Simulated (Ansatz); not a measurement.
# How Ag(100) screens a field

Aim: image plane and induced charge of Ag(100).

Calculated with Ansatz 0.2.0; plane-wave DFT, r2SCAN, Ansatz PAW.

## Step 1: Set-up

The cell holds 5 atoms: 5 Ag. Cell: a = 2.892 Å, b = 2.892 Å, c = 26.180 Å, α = 90.0°, β = 90.0°, γ = 90.0°. Vacuum lies along c.

## Step 2: Single point, field 0

A sawtooth potential applies the field, turning back in the middle of the vacuum. With the dipole correction the typed value is the field outside the slab. The induced dipole is small, so the SCF threshold is tight.

input.yaml

```yaml
crystal:
  lattice:
    - [2.8920667351, 0.0, 0.0]
    - [0.0, 2.8920667351, 0.0]
    - [0.0, 0.0, 26.18]
  atoms:
    - { symbol: Ag, position: [0.0, 0.0, 0.3437738732] }
    - { symbol: Ag, position: [0.5, 0.5, 0.4218869366] }
    - { symbol: Ag, position: [0.0, 0.0, 0.5] }
    - { symbol: Ag, position: [0.5, 0.5, 0.5781130634] }
    - { symbol: Ag, position: [0.0, 0.0, 0.6562261268] }
kpoints:
  mp_grid: { grid: [18, 18, 1] }
hamiltonian:
  xc: r2scan
scf:
  occupations: { method: fermi_dirac, width: 0.1 }
  convergence: { dr2_threshold: 1.0e-10 }
efield:
  axis: 3
  dipole_correction: true
  ramp_position: 0.97
  ramp_width: 0.06
  amplitude: 0
output:
  forces: true
  write_potential: true
  write_density: true
  volumetric_format: npy
```

Launch:

```bash
> ansatz run input.yaml --threads 4 --pin off --max-ram 6144MiB --backend cpu --events-out ev --progress --plain --runs-dir out
```

Numbers of over 12 decimals in the logs are rounded to 6 here.

Output:

```text
Engine: ansatz 0.2.0, aarch64-unknown-linux-gnu
Pseudopotentials: kind: paw
Pseudopotential: Ag, paw, valence charge 19, recommended cutoff 500 eV (meta_gga), Ag.paw.azcp
Functional definition: r2SCAN
  parameter k0 = 0.174
  parameter k1 = 0.065
  parameter a1 = 4.9479
  exchange = r2scan_x(k0 = k0, k1 = k1, a1 = a1)
  correlation = r2scan_c
Crystal: 5 atoms, lattice volume = 218.971 Å³
Basis set: ecut = 500 eV, 5623 PW (Γ), exchange–correlation on 96×96×768 points (64 copies of the dense FFT grid, shifted against one another)
Bands: 57, of which v1, the nominal top of the filled ones, is band 48 counted from 1 (47 counted from 0)
Symmetry: 8 space group operations
k-points: 55 of 324
Non-local potential: Ag, projectors of the file, l = 0: 3, l = 1: 2, l = 2: 2, l = 3: 1
PAW form: soft (Blöchl's): semilocal exchange-correlation on the pseudo side does not see the compensation charge
PAW frozen core: Ag, regenerated for the run's functional (the file was generated under x = pbe(κ = 0.804, μ = 0.219515), c = pbe(β = 0.066725))
PAW one-centre angular grid: Ag, 590 points (default); XC on 160 Gauss nodes
Initial density: superposition of atomic densities (neutral atoms: chi_scale 0, normalization atom), corrected by the library's trained network
Initial wavefunctions: pseudopotential atomic-orbital guess
Functional: x = r2scan, c = r2scan; τ floored in thin density (d = 2e-4 eV/Å³)
SCF iter   1: F=—  HF=-38018.708107 eV  |F-HF|=—  |Δ(HF+E_count)|=         —  Δρ=6.96e-3  dr2=1.02e-1  dr2_τ=3.37e-3  ethr=1.77e-3  p=0.000 e·Å  D=5.97e-14 V/Å  ΔV_dip=-0.00 eV  dr2_dipole=1.33e-9  V_vac-E_F(+/−)=4.25/4.25 eV  ⟨swp⟩=7.8  Hψ=12905  notcnv=0  defer=38
efield: sawtooth ramp at fractional position 0.9700 (set: `efield.ramp_position`, or a place that a band, a saddle search or an elastic batch's reference lends), width 0.0600; the density the first Hamiltonian is built on has a dipole p = 0.000 e·Å; the dipole correction subtracts the counter field D = 5.97e-14 V/Å, which shifts the + side's vacuum level by -0.00 eV against the − side's; the planar-averaged density in the ramp window peaks in size at 5.0e-6 e/Å³
preconditioner: auto → LDOS  [metal: Δε(μ)=0.037 eV  Ē_g=9.669 eV  σ=0.100 eV  W_gap=0.09  n_scr=46 (ndim 8)  ℏωp=18.6 eV  f_vac=0.566  D(μ)=1.29/eV (n_scr^D=8)  β→1.0]
SCF iter   2: F=—  HF=-38018.735037 eV  |F-HF|=—  |Δ(HF+E_count)|=   2.69e-2  Δρ=8.95e-3  dr2=1.43e-1  dr2_τ=7.20e-3  ethr=1.07e-4  p=0.000 e·Å  D=1.02e-6 V/Å  ΔV_dip=-0.00 eV  dr2_dipole=2.36e-9  V_vac-E_F(+/−)=4.11/4.11 eV  ⟨swp⟩=2.3  Hψ=6635  notcnv=0  defer=151
SCF iter   3: F=—  HF=-38018.697319 eV  |F-HF|=—  |Δ(HF+E_count)|=   3.77e-2  Δρ=1.73e-3  dr2=5.25e-3  dr2_τ=3.50e-4  ethr=1.07e-4  p=-0.000 e·Å  D=-1.40e-6 V/Å  ΔV_dip=0.00 eV  dr2_dipole=3.73e-10  V_vac-E_F(+/−)=4.18/4.18 eV  ⟨swp⟩=2.0  Hψ=5613  notcnv=0  defer=151
SCF iter   4: F=—  HF=-38018.695768 eV  |F-HF|=—  |Δ(HF+E_count)|=   1.55e-3  Δρ=2.04e-4  dr2=7.75e-5  dr2_τ=6.67e-6  ethr=5.52e-6  p=-0.000 e·Å  D=-4.94e-7 V/Å  ΔV_dip=0.00 eV  dr2_dipole=1.08e-10  V_vac-E_F(+/−)=4.18/4.18 eV  ⟨swp⟩=2.9  Hψ=6592  notcnv=0  defer=151
SCF iter   5: F=—  HF=-38018.695819 eV  |F-HF|=—  |Δ(HF+E_count)|=   5.04e-5  Δρ=1.65e-4  dr2=5.23e-5  dr2_τ=2.94e-6  ethr=8.16e-8  p=-0.000 e·Å  D=-1.05e-7 V/Å  ΔV_dip=0.00 eV  dr2_dipole=3.33e-11  V_vac-E_F(+/−)=4.18/4.18 eV  ⟨swp⟩=2.2  Hψ=5822  notcnv=0  defer=151
SCF iter   6: F=—  HF=-38018.695813 eV  |F-HF|=—  |Δ(HF+E_count)|=   6.22e-6  Δρ=1.97e-5  dr2=8.13e-7  dr2_τ=3.73e-8  ethr=5.51e-8  p=-0.000 e·Å  D=-1.84e-8 V/Å  ΔV_dip=0.00 eV  dr2_dipole=6.06e-12  V_vac-E_F(+/−)=4.18/4.18 eV  ⟨swp⟩=2.0  Hψ=4498  notcnv=0  defer=151
SCF iter   7: F=—  HF=-38018.695978 eV  |F-HF|=—  |Δ(HF+E_count)|=   1.65e-4  Δρ=5.09e-6  dr2=1.15e-7  dr2_τ=3.92e-9  ethr=8.56e-10  p=0.000 e·Å  D=3.46e-8 V/Å  ΔV_dip=-0.00 eV  dr2_dipole=3.75e-13  V_vac-E_F(+/−)=4.18/4.18 eV  ⟨swp⟩=3.1  Hψ=6215  notcnv=0  defer=151
SCF iter   8: F=—  HF=-38018.695978 eV  |F-HF|=—  |Δ(HF+E_count)|=   1.29e-7  Δρ=2.75e-6  dr2=2.08e-8  dr2_τ=1.23e-9  ethr=1.21e-10  p=-0.000 e·Å  D=-2.52e-8 V/Å  ΔV_dip=0.00 eV  dr2_dipole=3.88e-14  V_vac-E_F(+/−)=4.18/4.18 eV  ⟨swp⟩=2.1  Hψ=4793  notcnv=0  defer=151
SCF iter   9: F=—  HF=-38018.695978 eV  |F-HF|=—  |Δ(HF+E_count)|=   1.48e-8  Δρ=8.42e-7  dr2=1.69e-9  dr2_τ=1.05e-10  ethr=2.19e-11  p=0.000 e·Å  D=3.56e-9 V/Å  ΔV_dip=-0.00 eV  dr2_dipole=3.02e-18  V_vac-E_F(+/−)=4.18/4.18 eV  ⟨swp⟩=2.1  Hψ=4539  notcnv=0  defer=151
SCF iter  10: F=—  HF=-38018.695978 eV  |F-HF|=—  |Δ(HF+E_count)|=  6.69e-10  Δρ=2.81e-7  dr2=1.05e-10  dr2_τ=1.05e-11  ethr=1.78e-12  p=-0.000 e·Å  D=-2.99e-9 V/Å  ΔV_dip=0.00 eV  dr2_dipole=6.54e-15  V_vac-E_F(+/−)=4.18/4.18 eV  ⟨swp⟩=2.6  Hψ=5547  notcnv=0  defer=151
iter 11 met the thresholds in force, and the SCF goes on: an eigenvalue changes by 4.67 meV, over its tolerance of 1.04 meV (output.eigenvalues, Limitations)
SCF iter  11: F=-38018.695978 eV  HF=-38018.695978 eV  |F-HF|=1.46e-10  |Δ(HF+E_count)|=  8.73e-10  Δρ=1.31e-7  dr2=3.65e-11  dr2_τ=2.53e-12  ethr=1.00e-12  p=-0.000 e·Å  D=-3.74e-11 V/Å  ΔV_dip=0.00 eV  dr2_dipole=1.54e-16  V_vac-E_F(+/−)=4.18/4.18 eV  ⟨swp⟩=15.7  Hψ=18827  notcnv=0
iter 12 met the thresholds in force, and the SCF goes on: an eigenvalue changes by 4.23 meV, over its tolerance of 1.01 meV (output.eigenvalues, Limitations)
SCF iter  12: F=-38018.695978 eV  HF=-38018.695978 eV  |F-HF|=2.18e-10  |Δ(HF+E_count)|=  1.46e-11  Δρ=5.57e-8  dr2=4.26e-12  dr2_τ=4.22e-13  ethr=1.00e-12  p=-0.000 e·Å  D=-3.47e-10 V/Å  ΔV_dip=0.00 eV  dr2_dipole=1.02e-16  V_vac-E_F(+/−)=4.18/4.18 eV  ⟨swp⟩=6.2  Hψ=15117  notcnv=0
Mixer restart at iter 12: flushing history
SCF iter  13: F=-38018.695978 eV  HF=-38018.695978 eV  |F-HF|=7.28e-12  |Δ(HF+E_count)|=  3.42e-10  Δρ=7.40e-8  dr2=1.52e-11  dr2_τ=5.99e-13  ethr=1.00e-12  p=0.000 e·Å  D=1.27e-8 V/Å  ΔV_dip=-0.00 eV  dr2_dipole=1.21e-13  V_vac-E_F(+/−)=4.18/4.18 eV  ⟨swp⟩=8.0  Hψ=15845  notcnv=0
SCF 1 converged in 13 iterations: F = -38018.695978 eV  dr2 = 1.52e-11
  greatest PAW one-centre occupation: 1.001 electrons in one spin orbital (limit 2), on the Ag atom at site 4 (counted from 0), in its partial waves of l = 1
WARN: The output density's exchange-correlation potential varies sharply where the density is thin. Do not read a vacuum level from v_tot or v_xc, or from such a field of the output density. On a cell that repeats whose density bears no net charge and no dipole along the vacuum's axis use v_es (v_loc + v_h of the components); under efield.dipole_correction with no amplitude use v_es + v_field, which holds any externa [...]
SCF converged after 13 iterations
an eigenvalue changed by more than its tolerance at an iteration that met the thresholds in force, so the SCF went on 2 times, its first undamped step at iteration 12: the last check found none over its tolerance
Free energy (F): -38018.695978 eV
Harris-Foulkes:  -38018.695978 eV  (|F-HF|=7.28e-12)
Internal energy: -38018.653169 eV  (E = F + TS)
E sigma→0 (E₀):  -38018.674573 eV
Entropy (-TS):   -0.042809 eV (-8.562 meV/atom)
Fermi energy:    4.236450 eV
Dipole field:    D = -0.000000 V/Å  (p = -0.000001 e·Å, saw-weighted, corrected)
Work function:   Φ+ = 4.1769 eV   Φ− = 4.1769 eV
Levels:          The Fermi level and band energies are counted from a zero that moves with the ramp; work functions are not
--- Per-component energies (eV) ---
  E_band       = -2507.497639
  E_kinetic    = 2639.948908
  E_local      = -172197.219259  (includes V_loc(G=0)·N_el)
  E_nonlocal   = 407.727740
  E_hartree    = 84999.327562
  E_xc         = -890.123315
  E_vxc        = -1312.052622  (∫ρ·V_xc dr)
  E_paw        = -19613.608355  (= ΣΔE_a)
  E_vpaw       = -2139.487815  (= ΣTr[D̂ρ^β])
  E_aug_tail   = 0.000303  (compensation charges beyond the density's cutoff)
  E_vtau       = 94.929881  (kinetic-family band-sum trace: ∫τ·v_τ [+ j·A + Jᵃ·Aᵃ] dr)
  E_efield     = 0.000000  (sawtooth field / dipole correction)
  E_vefield    = 0.000000  (∫n·V_field dr)
  E_ewald      = 66637.839800
  E_core_change = -2.546554  (= ΣΔE_core)
  E_smearing   = -0.042809  (= −TS)
  E_closure    = -0.000000  (closes the sum)
  Σ components = -38018.695978   (vs F -38018.695978, Δ=0.00e0)
--- Forces (eV/Å), atoms counted from 1 ---
  atom   1  Ag    -0.00000000     0.00000000     0.07697388
  atom   2  Ag     0.00000000     0.00000000    -0.14159606
  atom   3  Ag     0.00000000     0.00000000    -0.00000001
  atom   4  Ag    -0.00000000     0.00000000     0.14159600
  atom   5  Ag    -0.00000000     0.00000000    -0.07697387
  max |Σ_I F_I| component: 5.67e-8 eV/Å
--- Band table (eV; the first three rows and the last of 55) ---
  k-point 0: bands = [... 44 lower, 0.8629, 0.9133, 1.0347, 1.0347, 2.2648, 4.4154, 5.6768, 8.3421, ... 5 higher]
  k-point 1: bands = [... 44 lower, 0.8282, 0.8917, 0.9262, 1.0432, 2.3907, 4.5170, 5.8087, 8.3972, ... 5 higher]
  k-point 2: bands = [... 44 lower, 0.7939, 0.8802, 0.9895, 1.0473, 2.7000, 4.8030, 6.1771, 8.5623, ... 5 higher]
  k-point 54: bands = [... 44 lower, 1.3949, 6.5908, 6.5908, 8.1270, 8.1270, 10.1008, 10.1008, 11.2291, ... 5 higher]
```

The job ended after 1.9 min (4 threads of Arm Neoverse N1, shared host; peak memory 1.2 GiB; 7.2 min of CPU time).

This step gave:

```yaml
energy_at_zero_smearing: -38018.6746 eV
work_function_upper_face: 4.177 eV
dipole_along_the_normal: -5.27e-7 e·Å
```

Running mean over 2.045 Å of the planar mean; the ramp of the sawtooth is left out. Table of electron's electrostatic potential energy less the Fermi level by z:

```
z (Å)  electron's electrostatic potential energy less the Fermi level (eV)
  3.0                                                                 4.18
  3.5                                                                 4.18
  4.0                                                                 4.18
  4.5                                                                 4.18
  5.0                                                                 4.17
  5.5                                                                 4.16
  6.0                                                                 4.13
  6.5                                                                 4.01
  7.0                                                                 3.57
  7.5                                                                 1.93
  8.0                                                                -1.25
  8.5                                                                -4.27
  9.0                                                                -5.64
  9.5                                                                -5.90
 10.0                                                                -5.98
 10.5                                                                -6.03
 11.0                                                                -6.07
 11.5                                                                -6.06
 12.0                                                                -6.04
 12.5                                                                -6.02
 13.0                                                                -6.02
 13.5                                                                -6.02
 14.0                                                                -6.03
 14.5                                                                -6.05
 15.0                                                                -6.07
 15.5                                                                -6.05
 16.0                                                                -6.00
 16.5                                                                -5.94
 17.0                                                                -5.78
 17.5                                                                -4.97
 18.0                                                                -2.47
 18.5                                                                0.889
 19.0                                                                 3.18
 19.5                                                                 3.92
 20.0                                                                 4.10
 20.5                                                                 4.16
 21.0                                                                 4.17
 21.5                                                                 4.18
 22.0                                                                 4.18
 22.5                                                                 4.18
 23.0                                                                 4.18
```

Force by atom:

```
atom  x (eV/Å)  y (eV/Å)  z (eV/Å)   size
 Ag1     0.000     0.000     0.077  0.077
 Ag2     0.000     0.000    -0.142  0.142
 Ag3     0.000     0.000     0.000  0.000
 Ag4     0.000     0.000     0.142  0.142
 Ag5     0.000     0.000    -0.077  0.077
```

The work function of the upper face is 4.18 eV.

## Step 3: Atoms held, field 0.05 V/Å

input.yaml, as its differences from that of step 2:

```diff
@@ -23,3 +23,3 @@
   ramp_width: 0.06
-  amplitude: 0
+  amplitude: 0.05
 output:
```

Output:

```text
[...]
Crystal: 5 atoms, lattice volume = 218.971 Å³
Basis set: ecut = 500 eV, 5623 PW (Γ), exchange–correlation on 96×96×768 points (64 copies of the dense FFT grid, shifted against one another)
Bands: 57, of which v1, the nominal top of the filled ones, is band 48 counted from 1 (47 counted from 0)
Symmetry: 8 space group operations
k-points: 55 of 324
[...]
k-point 0: bands = [... 44 lower, 0.8627, 0.9131, 1.0345, 1.0345, 2.2645, 4.4150, 5.6766, 8.2744, ... 5 higher]
  k-point 1: bands = [... 44 lower, 0.8280, 0.8915, 0.9260, 1.0430, 2.3905, 4.5167, 5.8084, 8.3302, ... 5 higher]
  k-point 2: bands = [... 44 lower, 0.7938, 0.8800, 0.9893, 1.0471, 2.6998, 4.8027, 6.1768, 8.4974, ... 5 higher]
  k-point 54: bands = [... 44 lower, 1.3957, 6.5907, 6.5907, 8.1268, 8.1268, 10.1006, 10.1006, 11.2289, ... 5 higher]
[key lines of the parts left out:]
SCF converged after 13 iterations
Free energy (F): -38018.696633 eV
Fermi energy:    4.236254 eV
Dipole field:    D = 0.021664 V/Å  (p = 0.026216 e·Å, saw-weighted, corrected)
```

The job ended after 2.3 min (4 threads; peak memory 1.3 GiB).

The dipole is 0.0262 e·Å.

## Step 4: Single point, field -0.05 V/Å

input.yaml, as its differences from that of step 3:

```diff
@@ -23,3 +23,3 @@
   ramp_width: 0.06
-  amplitude: 0.05
+  amplitude: -0.05
 output:
```

Output:

```text
[...]
Crystal: 5 atoms, lattice volume = 218.971 Å³
Basis set: ecut = 500 eV, 5623 PW (Γ), exchange–correlation on 96×96×768 points (64 copies of the dense FFT grid, shifted against one another)
Bands: 57, of which v1, the nominal top of the filled ones, is band 48 counted from 1 (47 counted from 0)
Symmetry: 8 space group operations
k-points: 55 of 324
[...]
k-point 0: bands = [... 44 lower, 0.8627, 0.9131, 1.0345, 1.0345, 2.2645, 4.4150, 5.6766, 8.2744, ... 5 higher]
  k-point 1: bands = [... 44 lower, 0.8280, 0.8915, 0.9260, 1.0430, 2.3905, 4.5167, 5.8084, 8.3302, ... 5 higher]
  k-point 2: bands = [... 44 lower, 0.7938, 0.8800, 0.9893, 1.0471, 2.6998, 4.8027, 6.1768, 8.4974, ... 5 higher]
  k-point 54: bands = [... 44 lower, 1.3957, 6.5907, 6.5907, 8.1268, 8.1268, 10.1006, 10.1006, 11.2289, ... 5 higher]
[key lines of the parts left out:]
SCF converged after 13 iterations
Free energy (F): -38018.696633 eV
Fermi energy:    4.236254 eV
Dipole field:    D = -0.021664 V/Å  (p = -0.026216 e·Å, saw-weighted, corrected)
```

Elapsed: 1.8 min, on 4 threads; peak memory 1.3 GiB; 6.7 min of CPU time.

The dipole is -0.0262 e·Å.

## Step 5: Atoms held, field 0.1 V/Å

input.yaml, as its differences from that of step 4:

```diff
@@ -23,3 +23,3 @@
   ramp_width: 0.06
-  amplitude: -0.05
+  amplitude: 0.1
 output:
```

Output:

```text
[...]
Crystal: 5 atoms, lattice volume = 218.971 Å³
Basis set: ecut = 500 eV, 5623 PW (Γ), exchange–correlation on 96×96×768 points (64 copies of the dense FFT grid, shifted against one another)
Bands: 57, of which v1, the nominal top of the filled ones, is band 48 counted from 1 (47 counted from 0)
Symmetry: 8 space group operations
k-points: 55 of 324
[...]
k-point 0: bands = [... 44 lower, 0.8621, 0.9126, 1.0339, 1.0339, 2.2639, 4.4139, 5.6760, 8.1335, ... 5 higher]
  k-point 1: bands = [... 44 lower, 0.8275, 0.8909, 0.9255, 1.0424, 2.3899, 4.5156, 5.8078, 8.1900, ... 5 higher]
  k-point 2: bands = [... 44 lower, 0.7932, 0.8795, 0.9888, 1.0465, 2.6992, 4.8016, 6.1759, 8.3593, ... 5 higher]
  k-point 54: bands = [... 44 lower, 1.3962, 6.5901, 6.5901, 8.1263, 8.1263, 10.1001, 10.1001, 11.2283, ... 5 higher]
[key lines of the parts left out:]
SCF converged after 14 iterations
Free energy (F): -38018.698599 eV
Fermi energy:    4.235665 eV
Dipole field:    D = 0.043336 V/Å  (p = 0.052441 e·Å, saw-weighted, corrected)
```

The job ended after 1.8 min (4 threads; peak memory 1.2 GiB).

The dipole is 0.0524 e·Å.

## Step 6: Atoms held, field -0.1 V/Å

input.yaml, as its differences from that of step 5:

```diff
@@ -23,3 +23,3 @@
   ramp_width: 0.06
-  amplitude: 0.1
+  amplitude: -0.1
 output:
```

Output:

```text
[...]
Crystal: 5 atoms, lattice volume = 218.971 Å³
Basis set: ecut = 500 eV, 5623 PW (Γ), exchange–correlation on 96×96×768 points (64 copies of the dense FFT grid, shifted against one another)
Bands: 57, of which v1, the nominal top of the filled ones, is band 48 counted from 1 (47 counted from 0)
Symmetry: 8 space group operations
k-points: 55 of 324
[...]
k-point 0: bands = [... 44 lower, 0.8621, 0.9126, 1.0339, 1.0339, 2.2639, 4.4139, 5.6760, 8.1335, ... 5 higher]
  k-point 1: bands = [... 44 lower, 0.8275, 0.8909, 0.9255, 1.0424, 2.3899, 4.5156, 5.8078, 8.1900, ... 5 higher]
  k-point 2: bands = [... 44 lower, 0.7932, 0.8795, 0.9888, 1.0465, 2.6992, 4.8016, 6.1759, 8.3593, ... 5 higher]
  k-point 54: bands = [... 44 lower, 1.3962, 6.5901, 6.5901, 8.1263, 8.1263, 10.1001, 10.1001, 11.2283, ... 5 higher]
[key lines of the parts left out:]
SCF converged after 14 iterations
Free energy (F): -38018.698599 eV
Fermi energy:    4.235665 eV
Dipole field:    D = -0.043336 V/Å  (p = -0.052441 e·Å, saw-weighted, corrected)
```

Wall time 1.8 min (4 threads); peak memory 1.2 GiB.

The dipole is -0.0524 e·Å.

## Step 7: Single point, field 0.2 V/Å

input.yaml, as its differences from that of step 6:

```diff
@@ -23,3 +23,3 @@
   ramp_width: 0.06
-  amplitude: -0.1
+  amplitude: 0.2
 output:
```

Output:

```text
[...]
Crystal: 5 atoms, lattice volume = 218.971 Å³
Basis set: ecut = 500 eV, 5623 PW (Γ), exchange–correlation on 96×96×768 points (64 copies of the dense FFT grid, shifted against one another)
Bands: 57, of which v1, the nominal top of the filled ones, is band 48 counted from 1 (47 counted from 0)
Symmetry: 8 space group operations
k-points: 55 of 324
[...]
k-point 0: bands = [... 44 lower, 0.8597, 0.9105, 1.0317, 1.0317, 2.2615, 4.4095, 5.6734, 7.7893, ... 5 higher]
  k-point 1: bands = [... 44 lower, 0.8252, 0.8888, 0.9233, 1.0402, 2.3875, 4.5112, 5.8049, 7.8463, ... 5 higher]
  k-point 2: bands = [... 44 lower, 0.7911, 0.8772, 0.9866, 1.0443, 2.6967, 4.7973, 6.1722, 8.0175, ... 5 higher]
  k-point 54: bands = [... 44 lower, 1.3961, 6.5878, 6.5878, 8.1241, 8.1241, 10.0979, 10.0979, 11.2260, ... 5 higher]
[key lines of the parts left out:]
SCF converged after 16 iterations
Free energy (F): -38018.706465 eV
Fermi energy:    4.233292 eV
Dipole field:    D = 0.086684 V/Å  (p = 0.104897 e·Å, saw-weighted, corrected)
```

Elapsed: 1.9 min, on 4 threads; peak memory 1.3 GiB.

The dipole is 0.105 e·Å.

(Part 1 of 2 ends here.)

[Logs are printed without paths, hosts, clocks, repeated set-up lines and the standing remarks that a program may print on its own settings, such as how far it seeks lower states.]

[Hosts, paths, dates, database ids (printed as entryN), source tags and the programs' standing remarks are cut or masked in the printed files.]

[Maps of the electrostatic potential energy from Ansatz leave out the sawtooth potential of an applied field or a dipole correction, so their vacuum need not be flat; planar profiles and work functions include it.]
